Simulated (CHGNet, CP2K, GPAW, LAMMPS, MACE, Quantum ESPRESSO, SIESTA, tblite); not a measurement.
## Glassy 68TiO2-32SiO2 (mol %) (84 atoms): runs against a plane-wave reference

Density of this cell: 2.97 g/cm³. The cell holds 84 atoms: 19 Ti, 9 Si and 56 O. Cell: a = 10.476 Å, b = 10.476 Å, c = 10.476 Å, α = 90.0°, β = 90.0°, γ = 90.0°. 84 atoms (19 Ti, 9 Si, 56 O) placed at random at 3.07 g/cm³, melted at 4000 K for 10 ps at fixed volume with the Morse and Coulomb pair potential with partial charges (Pedone, Malavasi, Menziani, Cormack and Segre, J. Phys. Chem. B 110, 11780 (2006)). Quenched from 4000 K to 300 K at 10 K/ps and fixed volume, held 10 ps at zero pressure.

Geometry: as built.

The reference, a calculation:

* method: Kohn-Sham DFT, PBE, SSSP efficiency 1.3.0 pseudopotentials, plane waves (Quantum ESPRESSO 7.5); sssp-pbe-1.3.0-efficiency, cutoffs 60/480 Ry, Γ point
* r.m.s. force component: 1.133 eV/Å
* longest force: 4.744 eV/Å
* pressure: 6.093 GPa
* gap (highest filled to lowest empty level): 2.38 eV
* time: 8.6 min on 2 MPI ranks of Arm Neoverse V1, shared host
* CPU time: 17 min

**Question.** The same geometry is run in other programs. How far does each lie from the reference, and what does it cost?
- MACE MP-0b2 small potential (MACE MP-0b2 small; 1 thread)
- CP2K PBE, DZVP-MOLOPT-SR, 800/50 Ry, OT DIIS (CP2K 2026.2; 2 threads)
- SIESTA PBE, DZP, shift 0.01 Ry, mesh 200 Ry (SIESTA 5.4.2; 2 MPI ranks)
- MACE MPA-0 medium potential (MACE MPA-0 medium; 1 thread)
- tblite GFN1-xTB (tblite 0.8.0; 1 thread)
- CHGNet r2SCAN potential (CHGNet r2SCAN; 1 thread)
- CP2K PBE, DZVP-UZH, 800/50 Ry, diagonalisation (CP2K 2026.2; 2 threads)
- SIESTA PBE, DZP, shift 0.01 Ry, mesh 500 Ry (SIESTA 5.4.2; 2 MPI ranks)
- GPAW LDA, LCAO dzp, h 0.18 Å (GPAW 26.7.0; 1 thread)
- GPAW PBE, LCAO dzp, h 0.18 Å (GPAW 26.7.0; 1 thread)

Differences are against the plane-wave reference, forces as r.m.s. over components; share is that over the reference's r.m.s. force, slope the least-squares factor from reference forces to these. Total energies of different programs have different zeros and aren't compared.

| run | Δ force, r.m.s. (meV/Å) | share (%) | slope | Δ pressure (GPa) | Δ gap (eV) | cores | CPU time | memory (GiB) |
| --- | --- | --- | --- | --- | --- | --- | --- | --- |
| reference | - | - | - | - | - | 2 | 17 min | 3.5 |
| MACE MP-0b2 small potential | 184 | 16.2 | 0.910 | 1.22 | - | 1 | 7.5 s | 0.66 |
| CP2K PBE, DZVP-MOLOPT-SR, 800/50 Ry, OT DIIS | 63.6 | 5.61 | 1.010 | 0.333 | -0.0745 | 2 | 13 min | 2.4 |
| SIESTA PBE, DZP, shift 0.01 Ry, mesh 200 Ry | 157 | 13.8 | 1.042 | 0.640 | -0.177 | 2 | 1.8 min | 0.86 |
| MACE MPA-0 medium potential | 127 | 11.2 | 0.985 | 1.40 | - | 1 | 9.6 s | 1.0 |
| tblite GFN1-xTB | 825 | 72.8 | 0.480 | -11.6 | - | 1 | 5.8 s | 0.12 |
| CHGNet r2SCAN potential | 298 | 26.3 | 0.812 | -3.71 | - | 1 | 4.8 s | 1.1 |
| CP2K PBE, DZVP-UZH, 800/50 Ry, diagonalisation | 83.7 | 7.39 | 1.017 | 0.979 | -0.0635 | 2 | 7.8 min | 4.8 |
| SIESTA PBE, DZP, shift 0.01 Ry, mesh 500 Ry | 155 | 13.7 | 1.042 | 0.666 | -0.177 | 2 | 5.4 min | 1.9 |
| GPAW LDA, LCAO dzp, h 0.18 Å | 196 | 17.3 | 1.042 | - | -0.102 | 1 | 6.1 min | 1.9 |
| GPAW PBE, LCAO dzp, h 0.18 Å | 245 | 21.6 | 1.104 | - | -0.0895 | 1 | 6.9 min | 1.9 |

Times of the machine-learned potentials are mostly Python's start and the loading of weights.

CPU time is summed over cores on a shared host, where runs went side by side, so it is rough. Symmetry, cutoffs, thresholds, outputs and thread counts weren't matched or tuned between programs; memory under MPI is the largest rank's times the ranks.

The PBE runs in local orbitals differ by 5.6 % (CP2K PBE, DZVP-MOLOPT-SR, 800/50 Ry, OT DIIS) to 22 % (GPAW PBE, LCAO dzp, h 0.18 Å); basis, grid and potentials can all enter. Tight binding differs by 73 % (tblite GFN1-xTB); it is another model, with fitted parameters of its own, and the xTB methods hold dispersion. Machine-learned potentials differ by 11 % (MACE MPA-0 medium potential) to 26 % (CHGNet r2SCAN potential); they were trained on other programs' data, some at another functional. Rows with another functional or a dispersion term differ by 17 % (GPAW LDA, LCAO dzp, h 0.18 Å), which mixes the change of model with differences of basis and potentials. Periodic xTB results under one method name differ between programs and library versions. Machine-learned potentials mimic data converged in k, so the reference's own k-point error enters their differences. The network of bonds at the start is that of the classical potential that made the cell, and needn't be the one that DFT or experiment would give. The electronic-structure runs sample only Γ, in a cell whose shortest periodic width is 10 Å.

[Hosts, paths, dates, database ids (printed as entryN), source tags and the programs' standing remarks are cut or masked in the printed files.]
